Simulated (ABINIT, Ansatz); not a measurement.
# Ba2C (Fm-3m): zone-centre phonons, part 2 of 2

Aim: the zone-centre modes of Ba2C (Fm-3m).

ABINIT 10.8.3; DFT LDA, scalar-relativistic, plane waves, PseudoDojo norm-conserving pseudopotentials.

So far. Step 2 (Relaxation): The volume changes by +2.5 % from the cell with which this run began. Step 4 (Zone-centre response): The acoustic modes at Γ come out as far as 3.1 cm⁻¹ from zero, where they should vanish, a small numerical error. The relaxed cell has a = 6.847 Å (conventional setting).

The structure was built from a prototype and need not be the compound's stable phase.

## Step 5: Zone-centre analysis

anaddb reads the merged derivatives and imposes the acoustic sum rule.

anaddb.abi reads:

```
ddb_filepath "gamma_DDB"
output_file "anaddb.abo"
outdata_prefix "anaddb"
asr 1
chneut 1
enunit 2
eivec 1
nph1l 1
qph1l 0.0 0.0 0.0 1.0
```

mrgddb.in reads:

```
gamma_DDB
merged
2
dfpt_gammao_DDB
gso_DDB
```

On the command line:

```bash
$ mrgddb < mrgddb.in > mrgddb.log
$ OMP_NUM_THREADS=1 anaddb anaddb.abi > anaddb.log
```

anaddb.abo, the main output file:

```text
-outvars_anaddb: echo values of input variables ----------------------

 Miscellaneous information :
      enunit         2
       eivec         1
         asr         1
 First list of wavevector (reduced coord.) :
       nph1l         1
       qph1l
                     0.00000000E+00  0.00000000E+00  0.00000000E+00    1.000E+00

================================================================================

 read the DDB information and perform some checks

  ==== Info on the Cryst% object ====
 Real(R)+Recip(G) space primitive vectors, cartesian coordinates (Bohr,Bohr^-1):
 R(1)=  0.0000000  6.4695835  6.4695835  G(1)= -0.0772847  0.0772847  0.0772847
 R(2)=  6.4695835  0.0000000  6.4695835  G(2)=  0.0772847 -0.0772847  0.0772847
 R(3)=  6.4695835  6.4695835  0.0000000  G(3)=  0.0772847  0.0772847 -0.0772847
 Unit cell volume ucvol=  5.4157545E+02 bohr^3
 Angles (23,13,12)=  6.00000000E+01  6.00000000E+01  6.00000000E+01 degrees
 Time-reversal symmetry is present
 Reduced atomic positions [iatom, xred, symbol]:
    1)    0.2500000  0.2500000  0.2500000  Ba
    2)    0.7500000  0.7500000  0.7500000  Ba
    3)    0.0000000  0.0000000  0.0000000   C

 DDB file with 3 blocks has been read.

================================================================================

 Treat the first list of vectors

  Phonon wavevector (reduced coordinates) :  0.00000  0.00000  0.00000
 Phonon energies in Hartree :
  -1.067347E-08 -1.054416E-08 -1.014646E-08  3.233104E-04  3.233104E-04
   3.233104E-04  1.112264E-03  1.112264E-03  1.112264E-03
 Phonon energies in meV     :
- -2.904399E-04 -2.869212E-04 -2.760993E-04  8.797723E+00  8.797723E+00
-  8.797723E+00  3.026625E+01  3.026625E+01  3.026625E+01
 Phonon frequencies in cm-1    :
- -2.342556E-03 -2.314176E-03 -2.226891E-03  7.095842E+01  7.095842E+01
-  7.095842E+01  2.441138E+02  2.441138E+02  2.441138E+02
 Phonon frequencies in Thz     :
- -7.022806E-05 -6.937724E-05 -6.676052E-05  2.127280E+00  2.127280E+00
-  2.127280E+00  7.318347E+00  7.318347E+00  7.318347E+00
 Phonon energies in Kelvin  :
- -3.370415E-03 -3.329582E-03 -3.204000E-03  1.020933E+02  1.020933E+02
-  1.020933E+02  3.512253E+02  3.512253E+02  3.512253E+02

 Eigendisplacements
 (will be given, for each mode : in cartesian coordinates
   for each atom the real part of the displacement vector,
   then the imaginary part of the displacement vector - absolute values smaller than 1.0d-7 are set to zero)
  Mode number    1   Energy   -1.067347E-08
 Attention : low frequency mode.
   (Could be unstable or acoustic mode)
-  1  0.00000000E+00  0.00000000E+00 -1.38334887E-03
-     0.00000000E+00  0.00000000E+00  0.00000000E+00
-  2  0.00000000E+00  0.00000000E+00 -1.38334887E-03
-     0.00000000E+00  0.00000000E+00  0.00000000E+00
-  3  0.00000000E+00  0.00000000E+00 -1.38341671E-03
-     0.00000000E+00  0.00000000E+00  0.00000000E+00
  Mode number    2   Energy   -1.054416E-08
 Attention : low frequency mode.
   (Could be unstable or acoustic mode)
-  1  0.00000000E+00  1.38334887E-03  0.00000000E+00
-     0.00000000E+00  0.00000000E+00  0.00000000E+00
-  2  0.00000000E+00  1.38334887E-03  0.00000000E+00
-     0.00000000E+00  0.00000000E+00  0.00000000E+00
-  3  0.00000000E+00  1.38341671E-03  0.00000000E+00
-     0.00000000E+00  0.00000000E+00  0.00000000E+00
  Mode number    3   Energy   -1.014646E-08
 Attention : low frequency mode.
   (Could be unstable or acoustic mode)
-  1  1.38334887E-03  0.00000000E+00  0.00000000E+00
-     0.00000000E+00  0.00000000E+00  0.00000000E+00
-  2  1.38334887E-03  0.00000000E+00  0.00000000E+00
-     0.00000000E+00  0.00000000E+00  0.00000000E+00
-  3  1.38341671E-03  0.00000000E+00  0.00000000E+00
-     0.00000000E+00  0.00000000E+00  0.00000000E+00
  Mode number    4   Energy    3.233104E-04
-  1  0.00000000E+00  0.00000000E+00 -1.41327600E-03
-     0.00000000E+00  0.00000000E+00  0.00000000E+00
-  2  0.00000000E+00  0.00000000E+00  1.41327600E-03
-     0.00000000E+00  0.00000000E+00  0.00000000E+00
-  3  0.00000000E+00  0.00000000E+00  0.00000000E+00
-     0.00000000E+00  0.00000000E+00  0.00000000E+00
  Mode number    5   Energy    3.233104E-04
-  1  0.00000000E+00 -1.41327600E-03  0.00000000E+00
-     0.00000000E+00  0.00000000E+00  0.00000000E+00
-  2  0.00000000E+00  1.41327600E-03  0.00000000E+00
-     0.00000000E+00  0.00000000E+00  0.00000000E+00
-  3  0.00000000E+00  0.00000000E+00  0.00000000E+00
-     0.00000000E+00  0.00000000E+00  0.00000000E+00
  Mode number    6   Energy    3.233104E-04
-  1  1.41327600E-03  0.00000000E+00  0.00000000E+00
-     0.00000000E+00  0.00000000E+00  0.00000000E+00
-  2 -1.41327600E-03  0.00000000E+00  0.00000000E+00
-     0.00000000E+00  0.00000000E+00  0.00000000E+00
-  3  0.00000000E+00  0.00000000E+00  0.00000000E+00
-     0.00000000E+00  0.00000000E+00  0.00000000E+00
  Mode number    7   Energy    1.112264E-03
-  1  0.00000000E+00  0.00000000E+00  2.89300800E-04
-     0.00000000E+00  0.00000000E+00  0.00000000E+00
-  2  0.00000000E+00  0.00000000E+00  2.89300800E-04
-     0.00000000E+00  0.00000000E+00  0.00000000E+00
-  3  0.00000000E+00  0.00000000E+00 -6.61508001E-03
-     0.00000000E+00  0.00000000E+00  0.00000000E+00
  Mode number    8   Energy    1.112264E-03
-  1  0.00000000E+00 -2.89300800E-04  0.00000000E+00
-     0.00000000E+00  0.00000000E+00  0.00000000E+00
-  2  0.00000000E+00 -2.89300800E-04  0.00000000E+00
-     0.00000000E+00  0.00000000E+00  0.00000000E+00
-  3 -2.01650998E-07  6.61508001E-03  0.00000000E+00
-     0.00000000E+00  0.00000000E+00  0.00000000E+00
  Mode number    9   Energy    1.112264E-03
-  1  2.89300800E-04  0.00000000E+00  0.00000000E+00
-     0.00000000E+00  0.00000000E+00  0.00000000E+00
-  2  2.89300800E-04  0.00000000E+00  0.00000000E+00
-     0.00000000E+00  0.00000000E+00  0.00000000E+00
-  3 -6.61508001E-03 -2.01650891E-07  0.00000000E+00
-     0.00000000E+00  0.00000000E+00  0.00000000E+00

 Analysis of degeneracies and characters (maximum tolerance=1.00E-06 a.u.)
 For each vibration mode, or group of modes if degenerate,
 the characters are given for each symmetry operation (see the list in the log file).
 Symmetry characters of vibration mode #   1
       degenerate with vibration modes #   2 to    3
  3.0 -3.0 -1.0  1.0 -1.0  1.0 -1.0  1.0  1.0 -1.0 -1.0  1.0  1.0 -1.0 -1.0  1.0
  0.0 -0.0  0.0 -0.0 -0.0  0.0  0.0 -0.0  1.0 -1.0 -1.0  1.0 -1.0  1.0  1.0 -1.0
 -0.0  0.0  0.0 -0.0  0.0 -0.0  0.0 -0.0  1.0 -1.0  1.0 -1.0 -1.0  1.0 -1.0  1.0
 Symmetry characters of vibration mode #   4
       degenerate with vibration modes #   5 to    6
  3.0  3.0 -1.0 -1.0 -1.0 -1.0 -1.0 -1.0  1.0  1.0 -1.0 -1.0  1.0  1.0 -1.0 -1.0
  0.0  0.0  0.0  0.0 -0.0 -0.0 -0.0 -0.0  1.0  1.0 -1.0 -1.0 -1.0 -1.0  1.0  1.0
  0.0  0.0 -0.0 -0.0 -0.0 -0.0  0.0  0.0  1.0  1.0  1.0  1.0 -1.0 -1.0 -1.0 -1.0
 Symmetry characters of vibration mode #   7
       degenerate with vibration modes #   8 to    9
  3.0 -3.0 -1.0  1.0 -1.0  1.0 -1.0  1.0  1.0 -1.0 -1.0  1.0  1.0 -1.0 -1.0  1.0
 -0.0  0.0  0.0 -0.0  0.0 -0.0 -0.0  0.0  1.0 -1.0 -1.0  1.0 -1.0  1.0  1.0 -1.0
 -0.0  0.0  0.0 -0.0  0.0 -0.0  0.0 -0.0  1.0 -1.0  1.0 -1.0 -1.0  1.0 -1.0  1.0
-
```

The job ended after 0.54 s (1 thread of Arm Neoverse V1, shared host).

This step gave:

* highest optical zone-centre mode (no LO-TO term): 244.1 cm⁻¹
* lowest optical zone-centre mode: 70.96 cm⁻¹

No LO-TO term; unit eigenvectors of the mass-weighted matrix, from anaddb's displacements. Modes at Γ, with each element's share of the kinetic energy:

```
mode  frequency (cm⁻¹)  symmetry  Ba %  C %
   1               0.0  acoustic    96    4
   2               0.0  acoustic    96    4
   3               0.0  acoustic    96    4
   4              71.0       T2g   100    0
   5              71.0       T2g   100    0
   6              71.0       T2g   100    0
   7             244.1       T1u     4   96
   8             244.1       T1u     4   96
   9             244.1       T1u     4   96
```

Displacements in mode 4 (71.0 cm⁻¹), the largest set to 1:
```
Ba1  0.00  0.00 -1.00
Ba2  0.00  0.00  1.00
C3   0.00  0.00  0.00
```

Displacements in mode 7 (244.1 cm⁻¹), the largest set to 1:
```
Ba1  0.00  0.00  0.04
Ba2  0.00  0.00  0.04
C3   0.00  0.00 -1.00
```

The rule also moves an optical mode by 0.3 cm⁻¹.

## Step 6: Sum rules set otherwise (asr 0)

Without the rule the raw error of the acoustic modes shows.

Edit anaddb.abi of step 5 so:

```diff
@@ -3,4 +3,4 @@
 outdata_prefix "anaddb"
-asr 1
-chneut 1
+asr 0
+chneut 0
 enunit 2
```

mrgddb.in is that of step 5.

anaddb.abo, the main output file:

```text
-outvars_anaddb: echo values of input variables ----------------------

 Miscellaneous information :
      enunit         2
       eivec         1
      chneut         0
 First list of wavevector (reduced coord.) :
       nph1l         1
       qph1l
                     0.00000000E+00  0.00000000E+00  0.00000000E+00    1.000E+00

================================================================================

 read the DDB information and perform some checks

  ==== Info on the Cryst% object ====
 Real(R)+Recip(G) space primitive vectors, cartesian coordinates (Bohr,Bohr^-1):
 R(1)=  0.0000000  6.4695835  6.4695835  G(1)= -0.0772847  0.0772847  0.0772847
 R(2)=  6.4695835  0.0000000  6.4695835  G(2)=  0.0772847 -0.0772847  0.0772847
 R(3)=  6.4695835  6.4695835  0.0000000  G(3)=  0.0772847  0.0772847 -0.0772847
 Unit cell volume ucvol=  5.4157545E+02 bohr^3
 Angles (23,13,12)=  6.00000000E+01  6.00000000E+01  6.00000000E+01 degrees
 Time-reversal symmetry is present
 Reduced atomic positions [iatom, xred, symbol]:
    1)    0.2500000  0.2500000  0.2500000  Ba
    2)    0.7500000  0.7500000  0.7500000  Ba
    3)    0.0000000  0.0000000  0.0000000   C

 DDB file with 3 blocks has been read.

================================================================================

 Treat the first list of vectors

  Phonon wavevector (reduced coordinates) :  0.00000  0.00000  0.00000
 Phonon energies in Hartree :
  -1.404874E-05 -1.404874E-05 -1.404874E-05  3.232167E-04  3.232167E-04
   3.232167E-04  1.110833E-03  1.110833E-03  1.110833E-03
 Phonon energies in meV     :
- -3.822857E-01 -3.822857E-01 -3.822857E-01  8.795175E+00  8.795175E+00
-  8.795175E+00  3.022732E+01  3.022732E+01  3.022732E+01
 Phonon frequencies in cm-1    :
- -3.083342E+00 -3.083342E+00 -3.083342E+00  7.093787E+01  7.093787E+01
-  7.093787E+01  2.437997E+02  2.437997E+02  2.437997E+02
 Phonon frequencies in Thz     :
- -9.243627E-02 -9.243627E-02 -9.243627E-02  2.126664E+00  2.126664E+00
-  2.126664E+00  7.308933E+00  7.308933E+00  7.308933E+00
 Phonon energies in Kelvin  :
- -4.436241E+00 -4.436241E+00 -4.436241E+00  1.020638E+02  1.020638E+02
-  1.020638E+02  3.507734E+02  3.507734E+02  3.507734E+02

 Eigendisplacements
 (will be given, for each mode : in cartesian coordinates
   for each atom the real part of the displacement vector,
   then the imaginary part of the displacement vector - absolute values smaller than 1.0d-7 are set to zero)
  Mode number    1   Energy   -1.404874E-05
 Attention : low frequency mode.
   (Could be unstable or acoustic mode)
-  1  0.00000000E+00  0.00000000E+00 -1.38319570E-03
-     0.00000000E+00  0.00000000E+00  0.00000000E+00
-  2  0.00000000E+00  0.00000000E+00 -1.38319570E-03
-     0.00000000E+00  0.00000000E+00  0.00000000E+00
-  3  0.00000000E+00  0.00000000E+00 -1.38691455E-03
-     0.00000000E+00  0.00000000E+00  0.00000000E+00
  Mode number    2   Energy   -1.404874E-05
 Attention : low frequency mode.
   (Could be unstable or acoustic mode)
-  1  0.00000000E+00 -1.38319570E-03  0.00000000E+00
-     0.00000000E+00  0.00000000E+00  0.00000000E+00
-  2  0.00000000E+00 -1.38319570E-03  0.00000000E+00
-     0.00000000E+00  0.00000000E+00  0.00000000E+00
-  3  0.00000000E+00 -1.38691455E-03  0.00000000E+00
-     0.00000000E+00  0.00000000E+00  0.00000000E+00
  Mode number    3   Energy   -1.404874E-05
 Attention : low frequency mode.
   (Could be unstable or acoustic mode)
-  1  1.38319570E-03  0.00000000E+00  0.00000000E+00
-     0.00000000E+00  0.00000000E+00  0.00000000E+00
-  2  1.38319570E-03  0.00000000E+00  0.00000000E+00
-     0.00000000E+00  0.00000000E+00  0.00000000E+00
-  3  1.38691455E-03  0.00000000E+00  0.00000000E+00
-     0.00000000E+00  0.00000000E+00  0.00000000E+00
  Mode number    4   Energy    3.232167E-04
-  1  0.00000000E+00  0.00000000E+00 -1.41327600E-03
-     0.00000000E+00  0.00000000E+00  0.00000000E+00
-  2  0.00000000E+00  0.00000000E+00  1.41327600E-03
-     0.00000000E+00  0.00000000E+00  0.00000000E+00
-  3  0.00000000E+00  0.00000000E+00  0.00000000E+00
-     0.00000000E+00  0.00000000E+00  0.00000000E+00
  Mode number    5   Energy    3.232167E-04
-  1  0.00000000E+00 -1.41327600E-03  0.00000000E+00
-     0.00000000E+00  0.00000000E+00  0.00000000E+00
-  2  0.00000000E+00  1.41327600E-03  0.00000000E+00
-     0.00000000E+00  0.00000000E+00  0.00000000E+00
-  3  0.00000000E+00  0.00000000E+00  0.00000000E+00
-     0.00000000E+00  0.00000000E+00  0.00000000E+00
  Mode number    6   Energy    3.232167E-04
-  1  1.41327600E-03  0.00000000E+00  0.00000000E+00
-     0.00000000E+00  0.00000000E+00  0.00000000E+00
-  2 -1.41327600E-03  0.00000000E+00  0.00000000E+00
-     0.00000000E+00  0.00000000E+00  0.00000000E+00
-  3  0.00000000E+00  0.00000000E+00  0.00000000E+00
-     0.00000000E+00  0.00000000E+00  0.00000000E+00
  Mode number    7   Energy    1.110833E-03
-  1  0.00000000E+00  0.00000000E+00  2.90032271E-04
-     0.00000000E+00  0.00000000E+00  0.00000000E+00
-  2  0.00000000E+00  0.00000000E+00  2.90032271E-04
-     0.00000000E+00  0.00000000E+00  0.00000000E+00
-  3  0.00000000E+00  0.00000000E+00 -6.61434754E-03
-     0.00000000E+00  0.00000000E+00  0.00000000E+00
  Mode number    8   Energy    1.110833E-03
-  1  0.00000000E+00  2.90032271E-04  0.00000000E+00
-     0.00000000E+00  0.00000000E+00  0.00000000E+00
-  2  0.00000000E+00  2.90032271E-04  0.00000000E+00
-     0.00000000E+00  0.00000000E+00  0.00000000E+00
-  3 -1.35748109E-07 -6.61434754E-03  0.00000000E+00
-     0.00000000E+00  0.00000000E+00  0.00000000E+00
  Mode number    9   Energy    1.110833E-03
-  1  2.90032271E-04  0.00000000E+00  0.00000000E+00
-     0.00000000E+00  0.00000000E+00  0.00000000E+00
-  2  2.90032271E-04  0.00000000E+00  0.00000000E+00
-     0.00000000E+00  0.00000000E+00  0.00000000E+00
-  3 -6.61434754E-03  1.35747529E-07  0.00000000E+00
-     0.00000000E+00  0.00000000E+00  0.00000000E+00

 Analysis of degeneracies and characters (maximum tolerance=1.00E-06 a.u.)
 For each vibration mode, or group of modes if degenerate,
 the characters are given for each symmetry operation (see the list in the log file).
 Symmetry characters of vibration mode #   1
       degenerate with vibration modes #   2 to    3
  3.0 -3.0 -1.0  1.0 -1.0  1.0 -1.0  1.0  1.0 -1.0 -1.0  1.0  1.0 -1.0 -1.0  1.0
 -0.0  0.0  0.0 -0.0  0.0 -0.0 -0.0  0.0  1.0 -1.0 -1.0  1.0 -1.0  1.0  1.0 -1.0
  0.0 -0.0  0.0 -0.0  0.0 -0.0  0.0 -0.0  1.0 -1.0  1.0 -1.0 -1.0  1.0 -1.0  1.0
 Symmetry characters of vibration mode #   4
       degenerate with vibration modes #   5 to    6
  3.0  3.0 -1.0 -1.0 -1.0 -1.0 -1.0 -1.0  1.0  1.0 -1.0 -1.0  1.0  1.0 -1.0 -1.0
 -0.0 -0.0 -0.0 -0.0  0.0  0.0 -0.0 -0.0  1.0  1.0 -1.0 -1.0 -1.0 -1.0  1.0  1.0
 -0.0 -0.0  0.0  0.0 -0.0 -0.0  0.0  0.0  1.0  1.0  1.0  1.0 -1.0 -1.0 -1.0 -1.0
 Symmetry characters of vibration mode #   7
       degenerate with vibration modes #   8 to    9
  3.0 -3.0 -1.0  1.0 -1.0  1.0 -1.0  1.0  1.0 -1.0 -1.0  1.0  1.0 -1.0 -1.0  1.0
 -0.0  0.0 -0.0  0.0  0.0 -0.0 -0.0  0.0  1.0 -1.0 -1.0  1.0 -1.0  1.0  1.0 -1.0
 -0.0  0.0 -0.0  0.0 -0.0  0.0  0.0 -0.0  1.0 -1.0  1.0 -1.0 -1.0  1.0 -1.0  1.0
-
```

It took 0.49 s on 1 thread.

Numbers from this step:

```yaml
highest_optical_zone_centre_mode_no_lo_to_term: 243.8 cm⁻¹
lowest_optical_zone_centre_mode: 70.94 cm⁻¹
```

Zone-centre frequencies as printed; negative means imaginary. Modes:

```
mode  frequency (cm⁻¹)
   1             -3.08
   2             -3.08
   3             -3.08
   4             70.94
   5             70.94
   6             70.94
   7             243.8
   8             243.8
   9             243.8
```

## Step 7: What came out

```
space group after relaxation                                           : Fm-3m
volume per atom                                                        : 26.8 Å³
highest optical zone-centre mode (no LO-TO term)                       : 244.1 cm⁻¹
lowest optical zone-centre mode                                        : 71.0 cm⁻¹
imaginary optical modes at the zone centre (no q mesh in this session) : none
```

At the LDA level the optical modes of Ba2C (Fm-3m) at the zone centre run from 71 to 244 cm⁻¹. These are harmonic frequencies at zero temperature: anharmonic shifts and linewidths and thermal expansion are left out. Spin-orbit coupling is left out, which can matter for the heavy elements here. In a metal the frequencies hang on the k mesh and the smearing, most of all near Kohn anomalies. The structure is a hypothetical one, built on a prototype.

[Host names and launcher messages were left out of these logs when they were recorded.]

[Logs are printed without paths, hosts, clocks, repeated set-up lines and the standing remarks that a program may print on its own settings, such as how far it seeks lower states.]

[Hosts, paths, dates, database ids (printed as entryN), source tags and the programs' standing remarks are cut or masked in the printed files.]
